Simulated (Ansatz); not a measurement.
# How fast states decay through BaSeO, part 2 of 3

Aim: relax a made-up compound, BaSeO, and see how good a tunnel barrier it would be. It is built by putting Se for part of the O in the BaO2 structure of space group I4/mmm, with the volume rescaled by atomic radii. The parent structure comes from the Materials Project.

Ansatz 0.2.0; PBE DFT, plane waves, PAW files (the session's first sound run).

So far. Step 2 (Relaxing the new crystal): The largest force component on a free atom ends at 0.0038 eV/Å.

The structure was built from a prototype and need not be the compound's stable phase.

**3. Band edges**

The energy window and the wavevectors of the next steps follow from the band edges, so these are searched first, off the mesh as well.

The input, input.yaml:

```yaml
crystal:
  lattice:
    - [-2.3293706717, 2.3293706717, 3.89522068]
    - [2.3293706717, -2.3293706717, 3.89522068]
    - [2.3293706717, 2.3293706717, -3.89522068]
  atoms:
    - { symbol: Ba, position: [0.0519723783, 0.0519723783, 0.0] }
    - { symbol: O, position: [0.3560689628, 0.3560689628, 0.0] }
    - { symbol: Se, position: [0.5919586589, 0.5919586589, 0.0] }
kpoints:
  mp_grid: { grid: [8, 8, 8] }
  band_path: { path: [VBM, CBM], npoints: 30 }
scf:
  occupations: { method: fixed }
hamiltonian:
  xc: pbe
output:
  eigenvalues: true
  write_potential: true
  write_density: true
  volumetric_format: npy
```

Run with:

```bash
$ ansatz run input.yaml --threads 2 --pin off --max-ram 4096MiB --backend cpu --events-out ev --progress --plain --runs-dir out
```

Numbers of over 12 decimals in the logs are rounded to 6 here.

Output:

```text
[...]
Crystal: 3 atoms, lattice volume = 84.541 Å³
Basis set: ecut = 420 eV, 1645 PW (Γ)
Bands: 20, of which v1, the nominal top of the filled ones, is band 16 counted from 1 (15 counted from 0)
Symmetry: 8 space group operations
[...]
k-points: 59 of 512 (time reversal used)
[...]
SCF iter   1: F=—  HF=-11988.167553 eV  |F-HF|=—  |Δ(HF+E_count)|=         —  Δρ=3.09e-3  dr2=1.01e-2  ethr=1.77e-3  ⟨swp⟩=5.0  Hψ=5418  notcnv=0  defer=103
[...]
SCF iter   7: F=-11988.168107 eV  HF=-11988.168107 eV  |F-HF|=3.74e-8  |Δ(HF+E_count)|=   5.00e-7  Δρ=7.46e-6  dr2=5.00e-8  ethr=3.13e-10  ⟨swp⟩=6.5  Hψ=6090  notcnv=0
SCF 1 converged in 7 iterations: F = -11988.168107 eV  dr2 = 5.00e-8
[...]
NSCF: frozen V_eff on 30 k-points
[...]
SCF converged after 7 iterations
Free energy (F): -11988.168107 eV
[...]
Internal energy: -11988.168107 eV  (E = F + TS)
E sigma→0 (E₀):  -11988.168107 eV
Fermi energy:    6.516637 eV
[...]
--- Band table (eV; the first three rows and the last of 59) ---
  k-point 0: bands = [... 12 lower, 3.3402, 3.3402, 5.7470, 5.7470, 8.8693, 8.8849, 9.7518, 10.4208]
  k-point 1: bands = [... 12 lower, 3.1205, 3.3117, 5.5717, 5.6189, 9.2476, 9.3643, 9.9281, 11.1380]
  k-point 2: bands = [... 12 lower, 2.8197, 3.2607, 5.3893, 5.7047, 9.3285, 10.3994, 10.4631, 11.3119]
  k-point 58: bands = [... 12 lower, 3.2706, 3.2706, 6.5166, 6.5166, 8.0949, 8.2324, 10.8666, 11.2373]
```

It took 14 s on 2 threads of Arm Neoverse V2, shared host; peak memory 0.42 GiB.

Numbers from this step:

- Fermi energy: 6.517 eV
- gap on the k-mesh: 1.257 eV
- gap on path: 1.222 eV, by band count; negative where bands overlap
- direct gap on path: 1.460 eV
- edge places on path: 0, 1.939 1/A along the path

The electronic bands at the labelled points (eV, zero at the Fermi level (highest filled level under fixed occupations); v1 is the highest filled band, c1 the lowest empty one):

```tsv
point	v4	v3	v2	v1	c1	c2	c3	c4
VBM	-3.25	-3.25	0.00	0.00	1.58	1.72	4.35	4.72
halfway	-3.45	-3.34	-1.18	-0.23	2.24	4.31	4.60	4.92
CBM	-3.25	-3.25	-0.24	-0.24	1.22	1.84	3.56	4.16
```

The electronic bands as a text plot (rows in eV, shown from -4.7 to 4.2 only; labels by their first letter):

```
    4.0 |                ++                    ++      +++++    +
    3.6 |              ++                        ++         +++++
    3.2 |            ++                            ++
    2.9 |          ++                                ++
    2.5 |        ++        +++++++                     +++
    2.1 |       +++++++++++       +++++++++++++           ++++
    1.8 |++++++++                              ++++++++       +++
    1.4 |                                              ++++++++++
    1.0 |
    0.6 |
    0.3 |
   -0.1 |*********************************                *******
   -0.5 |     ***                         ********************
   -0.8 |        ******                          ********
   -1.2 |              **************************
   -1.6 |
   -1.9 |
   -2.3 |
   -2.7 |
   -3.0 |
   -3.4 |********************************************************
   -3.8 |          ******                      ********
   -4.2 |                                              **********
   -4.5 |**********************************************
         V                                                      C
```

The searched edges give 1.22 eV, under the 1.26 eV of the mesh, which misses an edge.

**4. Complex bands, plane (110), k-mesh 8×8×8**

This step: PBE DFT, plane waves, PAW files; complex bands by layer matching along the plane's normal (Ansatz 0.2.0).

The same crystal is laid in a cell whose first two vectors span the (110) plane (indices of the standard conventional cell, whose axes can be ordered otherwise than in the bulk input). At fixed energy and wavevector in the plane the solver finds all kz, real and complex. A few wavevectors are listed, (0, 0), (0.2839, 0.2839) and (-0.5, -0.5) in units of the plane's reciprocal vectors; the slowest state needn't be among them.

The input, input.yaml:

```yaml
crystal:
  lattice:
    - [5.101438973, 0.0, 0.0]
    - [0.846978415, 5.030636855, 0.0]
    - [2.127230279, -2.515318427, 3.294227596]
  atoms:
    - { symbol: Ba, position: [0.0519723783, 0.0519723783, 0.0] }
    - { symbol: O, position: [0.3560689628, 0.3560689628, 0.0] }
    - { symbol: Se, position: [0.5919586589, 0.5919586589, 0.0] }
kpoints:
  mp_grid: { grid: [8, 8, 8] }
scf:
  occupations: { method: fixed }
hamiltonian:
  xc: pbe
output:
  eigenvalues: true
  transmission:
    leads: [[0, 0]]
    kpoints: [[0.0, 0.0], [0.2839, 0.2839], [-0.5, -0.5]]
    e_range: [-1.0, 2.22]
    de: 0.06
```

Output:

```text
[...]
Crystal: 3 atoms, lattice volume = 84.541 Å³
Basis set: ecut = 420 eV, 1645 PW (Γ)
Bands: 20, of which v1, the nominal top of the filled ones, is band 16 counted from 1 (15 counted from 0)
Symmetry: 8 space group operations
[...]
k-points: 59 of 512 (time reversal used)
[...]
SCF iter   1: F=—  HF=-11988.167586 eV  |F-HF|=—  |Δ(HF+E_count)|=         —  Δρ=3.09e-3  dr2=1.00e-2  ethr=1.77e-3  ⟨swp⟩=5.0  Hψ=5420  notcnv=0  defer=103
[...]
SCF iter   7: F=-11988.168137 eV  HF=-11988.168137 eV  |F-HF|=3.80e-8  |Δ(HF+E_count)|=   5.02e-7  Δρ=7.43e-6  dr2=4.90e-8  ethr=3.13e-10  ⟨swp⟩=6.6  Hψ=6108  notcnv=0
SCF 1 converged in 7 iterations: F = -11988.168137 eV  dr2 = 4.90e-8
[...]
transmission: 5 of 15 steps passed
transmission: 10 of 15 steps passed
transmission: 15 of 15 steps passed
SCF converged after 7 iterations
Free energy (F): -11988.168137 eV
[...]
Internal energy: -11988.168137 eV  (E = F + TS)
E sigma→0 (E₀):  -11988.168137 eV
Fermi energy:    6.516644 eV
[...]
--- Band table (eV; the first three rows and the last of 59) ---
  k-point 0: bands = [... 12 lower, 3.3402, 3.3402, 5.7470, 5.7470, 8.8693, 8.8849, 9.7518, 10.4208]
  k-point 1: bands = [... 12 lower, 3.1205, 3.3118, 5.5717, 5.6189, 9.2476, 9.3643, 9.9282, 11.1380]
  k-point 2: bands = [... 12 lower, 2.8197, 3.2607, 5.3893, 5.7047, 9.3285, 10.3995, 10.4632, 11.3119]
  k-point 58: bands = [... 12 lower, 3.2706, 3.2706, 6.5166, 6.5166, 8.0949, 8.2325, 10.8666, 11.2373]
--- Transmission ---
  basis      : 223 plane waves across, 5 finite elements along
  points     : 3, as listed
  energies   : 54 from -1.000000 to 2.180000 eV about the Fermi level, 0.060000 eV apart; the leads are filled to 0.628694 eV, and channels, transmission and decay are at 0.620000 eV
  crystal 0  : Ba1O1Se1, at the sites [0, 0], period 3.2942 Å: whole cells are its period
    offset         : up to 0.0000 Å between an atom of the period and one for which it stands
    channels       : 0.000000e0 a spin
    conductance    : none, the energies end too early or step too widely for 300 K: set another output.transmission.e_range or a lower de, or, where they end at an eighth of basis.ecutwfc, a higher one
    slowest decay  : 0.1956 /Å at (-0.5000, -0.5000)
```

Run time: 39 s. Hardware: 2 threads; peak memory 0.61 GiB.

Numbers from this step:

| Property | Result |
| --- | --- |
| level to which the leads are filled | 0.6287 eV from the Fermi level |
| decay constant at the filling level, zone centre | 0.2255 Å⁻¹ |
| decay constant at the filling level, slowest listed point | 0.1956 Å⁻¹ |

K parallel (0, 0); values up to 1.5 1/Å, a degenerate pair printed once or twice; energies at which all values exceed this have no row. Table of Im kz of the slowest decaying states by energy, zero at the highest filled level on the SCF mesh:

```tsv
energy (eV)	decay 1 (Å⁻¹)	decay 2 (Å⁻¹)	decay 3 (Å⁻¹)	decay 4 (Å⁻¹)
-1.00	0.0948	0.619	0.725	0.737
-0.82	0.619	0.739	0.756	1.17
-0.70	0.0966	0.156	0.620	0.749
-0.52	0.159	0.268	0.622	0.765
-0.34	0.188	0.321	0.624	0.782
-0.22	0.200	0.342	0.626	0.790
-0.04	0.113	0.213	0.362	0.627
0.02	0.144	0.215	0.366	0.628
0.14	0.186	0.220	0.372	0.628
0.26	0.214	0.223	0.375	0.628
0.44	0.226	0.244	0.374	0.626
0.56	0.226	0.258	0.371	0.624
0.74	0.224	0.273	0.363	0.619
0.92	0.221	0.283	0.351	0.612
1.04	0.217	0.288	0.341	0.606
1.22	0.210	0.292	0.324	0.595
1.40	0.201	0.293	0.303	0.581
1.52	0.193	0.287	0.292	0.570
1.70	0.179	0.259	0.287	0.552
1.88	0.160	0.224	0.280	0.530
2.00	0.143	0.197	0.272	0.513
2.18	0.106	0.143	0.255	0.484
```

K parallel (0.2839, 0.2839); values up to 1.5 1/Å, a degenerate pair printed once or twice; energies at which all values exceed this have no row. Im kz of the slowest decaying states against energy, zero at the highest filled level on the SCF mesh:

```tsv
energy (eV)	decay 1 (Å⁻¹)	decay 2 (Å⁻¹)	decay 3 (Å⁻¹)	decay 4 (Å⁻¹)
-1.00	0.134	0.566	0.697	0.726
-0.88	0.576	0.675	0.730	0.999
-0.76	0.0980	0.588	0.607	0.777
-0.64	0.176	0.506	0.600	0.837
-0.52	0.214	0.546	0.610	0.913
-0.34	0.247	0.625	0.664	0.940
-0.22	0.0461	0.0915	0.262	0.633
-0.10	0.117	0.218	0.273	0.639
0.02	0.151	0.264	0.282	0.644
0.14	0.172	0.287	0.288	0.647
0.26	0.187	0.293	0.299	0.647
0.38	0.197	0.297	0.303	0.645
0.50	0.203	0.299	0.303	0.641
0.68	0.206	0.295	0.300	0.628
0.80	0.203	0.287	0.300	0.616
0.92	0.194	0.275	0.298	0.600
1.04	0.173	0.262	0.294	0.580
1.16	0.119	0.245	0.289	0.558
1.28	0.226	0.280	0.408	0.664
1.40	0.203	0.267	0.344	0.701
1.52	0.175	0.246	0.310	0.727
1.70	0.116	0.118	0.284	0.721
1.82	0.0441	0.219	0.273	0.708
1.94	0.263	0.289	0.694	0.794
2.06	0.255	0.333	0.680	0.786
2.18	0.247	0.365	0.665	0.777
```

K parallel (0.2839, 0.2839). Re kz of states that move upwards against energy, zero at the highest filled level on the SCF mesh:

```tsv
energy (eV)	channel 1 (Å⁻¹)	channel 2 (Å⁻¹)
-1.00	-	-
-0.82	-0.411	0.876
-0.70	-0.321	-
-0.52	-0.694	-0.216
-0.40	-0.357	-0.150
-0.22	-	-
-0.10	-	-
0.02	-	-
0.08	-	-
0.20	-	-
0.38	-	-
0.50	-	-
0.68	-	-
0.80	-	-
0.98	-	-
1.10	-	-
1.28	0.139	-
1.40	0.286	-
1.58	0.490	-
1.70	0.678	-
1.88	0.0646	-
2.00	0.130	-
2.18	0.191	-
```

K parallel (-0.5, -0.5); values up to 1.5 1/Å, a degenerate pair printed once or twice; energies at which all values exceed this have no row. The Im kz of the slowest decaying states by energy, zero at the highest filled level on the SCF mesh:

```tsv
energy (eV)	decay 1 (Å⁻¹)	decay 2 (Å⁻¹)	decay 3 (Å⁻¹)	decay 4 (Å⁻¹)
-1.00	0.235	0.539	0.665	0.717
-0.82	0.261	0.599	0.653	0.766
-0.70	0.273	0.624	0.713	1.10
-0.52	0.288	0.612	0.621	1.12
-0.34	0.298	0.481	0.618	1.11
-0.22	0.303	0.339	0.615	1.10
-0.04	0.310	0.419	0.610	1.09
0.02	0.0444	0.0966	0.311	0.492
0.14	0.111	0.207	0.314	0.575
0.26	0.145	0.242	0.316	0.599
0.44	0.176	0.257	0.318	0.590
0.56	0.190	0.257	0.319	0.583
0.74	0.204	0.247	0.319	0.571
0.92	0.211	0.228	0.317	0.555
1.04	0.211	0.212	0.316	0.544
1.22	0.177	0.207	0.312	0.523
1.40	0.127	0.190	0.308	0.500
1.52	0.0738	0.166	0.304	0.482
1.70	0.0554	0.296	0.456	0.770
1.88	0.287	0.435	0.774	0.959
2.00	0.278	0.386	0.469	0.775
2.18	0.262	0.334	0.507	0.778
```

K parallel (-0.5, -0.5). Re kz of states that move upwards against energy, zero at the highest filled level on the SCF mesh:

```tsv
energy (eV)	channel 1 (Å⁻¹)	channel 2 (Å⁻¹)
-1.00	-0.451	-
-0.82	-0.379	-
-0.70	-0.334	-
-0.52	-0.269	-
-0.40	-0.226	-
-0.22	-0.157	-
-0.10	-0.298	-0.101
0.02	-	-
0.08	-	-
0.20	-	-
0.38	-	-
0.50	-	-
0.68	-	-
0.80	-	-
0.98	-	-
1.10	-	-
1.28	-	-
1.40	-	-
1.58	0.0131	-
1.70	0.109	-
1.88	0.174	0.211
2.00	0.208	0.300
2.18	0.251	0.418
```

At the listed wavevectors the last open channel is at -0.04 eV and the next at +1.28 eV on the grid. At +0.62 eV, the grid energy nearest the filling level (the middle of the gap on the SCF mesh), the slowest state at the listed wavevectors decays with κ = 0.196 Å⁻¹, its amplitude falling by e over 5.1 Å. Through 1 nm of this crystal that state's transmission falls by exp(−2 × 0.196 Å⁻¹ × 10 Å) = 0.020.

**5. Complex bands, plane (100), k-mesh 10×10×10**

The same for the (100) plane, at (0, 0) and (0, -0.4323), to see how the decay depends on direction.

The input, input.yaml:

```yaml
crystal:
  lattice:
    - [4.658741343, 0.0, 0.0]
    - [0.0, 7.79044136, 0.0]
    - [2.329370672, 3.89522068, 2.329370672]
  atoms:
    - { symbol: Ba, position: [0.0, 0.0519723783, 0.0] }
    - { symbol: O, position: [0.0, 0.3560689628, 0.0] }
    - { symbol: Se, position: [0.0, 0.5919586589, 0.0] }
kpoints:
  mp_grid: { grid: [10, 10, 10] }
scf:
  occupations: { method: fixed }
hamiltonian:
  xc: pbe
output:
  eigenvalues: true
  transmission:
    leads: [[0, 0]]
    kpoints: [[0.0, 0.0], [0.0, -0.4323]]
    e_range: [-1.0, 2.22]
    de: 0.06
```

Output:

```text
[...]
Crystal: 3 atoms, lattice volume = 84.541 Å³
Basis set: ecut = 420 eV, 1645 PW (Γ)
Bands: 20, of which v1, the nominal top of the filled ones, is band 16 counted from 1 (15 counted from 0)
Symmetry: 8 space group operations
[...]
k-points: 102 of 1000 (time reversal used)
[...]
SCF iter   1: F=—  HF=-11988.167549 eV  |F-HF|=—  |Δ(HF+E_count)|=         —  Δρ=3.11e-3  dr2=1.02e-2  ethr=1.77e-3  ⟨swp⟩=5.0  Hψ=9360  notcnv=0  defer=185
[...]
SCF iter   7: F=-11988.168140 eV  HF=-11988.168140 eV  |F-HF|=3.18e-8  |Δ(HF+E_count)|=   5.03e-7  Δρ=8.16e-6  dr2=6.32e-8  ethr=3.13e-10  ⟨swp⟩=6.5  Hψ=10542  notcnv=0
SCF 1 converged in 7 iterations: F = -11988.168140 eV  dr2 = 6.32e-8
[...]
transmission: 3 of 6 steps passed
transmission: 6 of 6 steps passed
SCF converged after 7 iterations
Free energy (F): -11988.168140 eV
[...]
Internal energy: -11988.168140 eV  (E = F + TS)
E sigma→0 (E₀):  -11988.168140 eV
Fermi energy:    6.516655 eV
[...]
--- Band table (eV; the first three rows and the last of 102) ---
  k-point 0: bands = [... 12 lower, 3.3402, 3.3402, 5.7470, 5.7470, 8.8693, 8.8849, 9.7518, 10.4208]
  k-point 1: bands = [... 12 lower, 3.1336, 3.2234, 5.4280, 5.6522, 9.3417, 9.5451, 10.1713, 11.0937]
  k-point 2: bands = [... 12 lower, 2.7576, 3.0162, 5.2733, 5.6574, 9.3827, 10.6952, 11.1435, 11.5061]
  k-point 101: bands = [... 12 lower, 3.0838, 3.1250, 5.6551, 6.0337, 8.2775, 10.7677, 10.8422, 11.4309]
--- Transmission ---
  basis      : 317 plane waves across, 3 finite elements along
  points     : 2, as listed
[...]
crystal 0  : Ba1O1Se1, at the sites [0, 0], period 2.3294 Å: whole cells are its period
[...]
channels       : 0.000000e0 a spin
[...]
slowest decay  : 0.2022 /Å at (0.0000, 0.0000)
```

Elapsed: 96 s, on 2 threads; peak memory 0.82 GiB; 2.8 min of CPU time.

This step gave:

```
gap on the k-mesh                                         : 1.231 eV
level to which the leads are filled                       : 0.6154 eV from the Fermi level
decay constant at the filling level, zone centre          : 0.2022 Å⁻¹
decay constant at the filling level, slowest listed point : 0.2022 Å⁻¹
```

K parallel (0, 0); values up to 1.5 1/Å, a degenerate pair printed once or twice; energies at which all values exceed this have no row. Im kz of the slowest decaying states against energy, zero at the highest filled level on the SCF mesh:

```tsv
energy (eV)	decay 1 (Å⁻¹)	decay 2 (Å⁻¹)	decay 3 (Å⁻¹)	decay 4 (Å⁻¹)
-1.00	0.231	0.521	0.573	0.622
-0.88	0.525	0.565	0.612	0.750
-0.76	0.0371	0.0683	0.527	0.558
-0.64	0.126	0.216	0.523	0.556
-0.52	0.165	0.271	0.515	0.557
-0.34	0.200	0.317	0.499	0.562
-0.22	0.215	0.336	0.487	0.553
-0.10	0.227	0.351	0.474	0.541
0.02	0.0496	0.0697	0.235	0.362
0.14	0.123	0.173	0.241	0.370
0.26	0.158	0.225	0.245	0.377
0.38	0.180	0.247	0.260	0.381
0.50	0.194	0.248	0.286	0.385
0.68	0.204	0.247	0.313	0.375
0.80	0.205	0.245	0.327	0.357
0.92	0.200	0.242	0.337	0.337
1.04	0.191	0.237	0.316	0.345
1.16	0.177	0.231	0.293	0.351
1.28	0.155	0.224	0.266	0.355
1.40	0.124	0.216	0.233	0.348
1.52	0.0732	0.190	0.206	0.327
1.70	0.0561	0.188	0.291	0.360
1.82	0.174	0.264	0.359	0.363
1.94	0.156	0.234	0.356	0.357
2.06	0.134	0.199	0.349	0.354
2.18	0.106	0.156	0.342	0.350
```

K parallel (0, 0). The Re kz of states that move upwards by energy, zero at the highest filled level on the SCF mesh:

```tsv
energy (eV)	channel 1 (Å⁻¹)	channel 2 (Å⁻¹)	channel 3 (Å⁻¹)	channel 4 (Å⁻¹)
-1.000	-0.211	0.790	-	-
-0.820	-0.172	-0.0865	0.606	0.892
-0.580	0.842	1.01	-	-
-0.400	0.972	1.09	-	-
-0.220	1.09	1.17	-	-
0.020	-	-	-	-
0.200	-	-	-	-
0.380	-	-	-	-
0.620	-	-	-	-
0.800	-	-	-	-
0.980	-	-	-	-
1.220	-	-	-	-
1.400	-	-	-	-
1.580	-1.34	-	-	-
1.820	-1.21	-1.18	-	-
2.000	-1.14	-1.07	-	-
```

K parallel (0, -0.4323); values up to 1.5 1/Å, a degenerate pair printed once or twice; energies at which all values exceed this have no row. The Im kz of the slowest decaying states by energy, zero at the highest filled level on the SCF mesh:

```tsv
energy (eV)	decay 1 (Å⁻¹)	decay 2 (Å⁻¹)	decay 3 (Å⁻¹)	decay 4 (Å⁻¹)
-1.000	0.485	0.553	0.583	0.602
-0.820	0.318	0.551	0.572	0.598
-0.580	0.536	0.553	0.600	0.667
-0.400	0.0217	0.0348	0.520	0.536
-0.220	0.0494	0.0756	0.144	0.225
0.020	0.163	0.196	0.245	0.299
0.200	0.196	0.216	0.293	0.329
0.380	0.213	0.227	0.322	0.348
0.620	0.221	0.231	0.347	0.364
0.800	0.216	0.227	0.352	0.358
0.980	0.195	0.215	0.307	0.351
1.220	0.0217	0.168	0.241	0.294
1.400	0.201	0.246	0.370	0.374
1.580	0.157	0.202	0.368	0.371
1.820	0.0442	0.135	0.257	0.362
2.000	0.0102	0.331	0.343	0.356
```

K parallel (0, -0.4323). Re kz of states that move upwards against energy, zero at the highest filled level on the SCF mesh:

```tsv
energy (eV)	channel 1 (Å⁻¹)	channel 2 (Å⁻¹)	channel 3 (Å⁻¹)	channel 4 (Å⁻¹)
-1.00	-0.452	0.812	-	-
-0.82	-0.310	0.958	-	-
-0.70	-0.239	1.03	-	-
-0.52	-0.233	-0.134	0.968	1.13
-0.34	1.16	1.23	-	-
-0.22	-	-	-	-
-0.04	-	-	-	-
0.02	-	-	-	-
0.14	-	-	-	-
0.26	-	-	-	-
0.44	-	-	-	-
0.56	-	-	-	-
0.74	-	-	-	-
0.92	-	-	-	-
1.04	-	-	-	-
1.22	-	-	-	-
1.40	-1.08	0.0969	-	-
1.52	-0.961	0.254	-	-
1.70	-	-	-	-
1.88	-1.28	-	-	-
2.00	-1.22	-	-	-
2.18	-1.16	0.140	-	-
```

At the listed wavevectors the last open channel is at -0.04 eV and the next at +1.28 eV on the grid. At +0.62 eV, the grid energy nearest the filling level (the middle of the gap on the SCF mesh), the slowest state at the listed wavevectors decays with κ = 0.202 Å⁻¹, its amplitude falling by e over 4.9 Å; the first such run, plane (110), gave 0.196 Å⁻¹.

[end of part 2 of 3]

[Logs are printed without paths, hosts, clocks, repeated set-up lines and the standing remarks that a program may print on its own settings, such as how far it seeks lower states.]

[Hosts, paths, dates, database ids (printed as entryN), source tags and the programs' standing remarks are cut or masked in the printed files.]
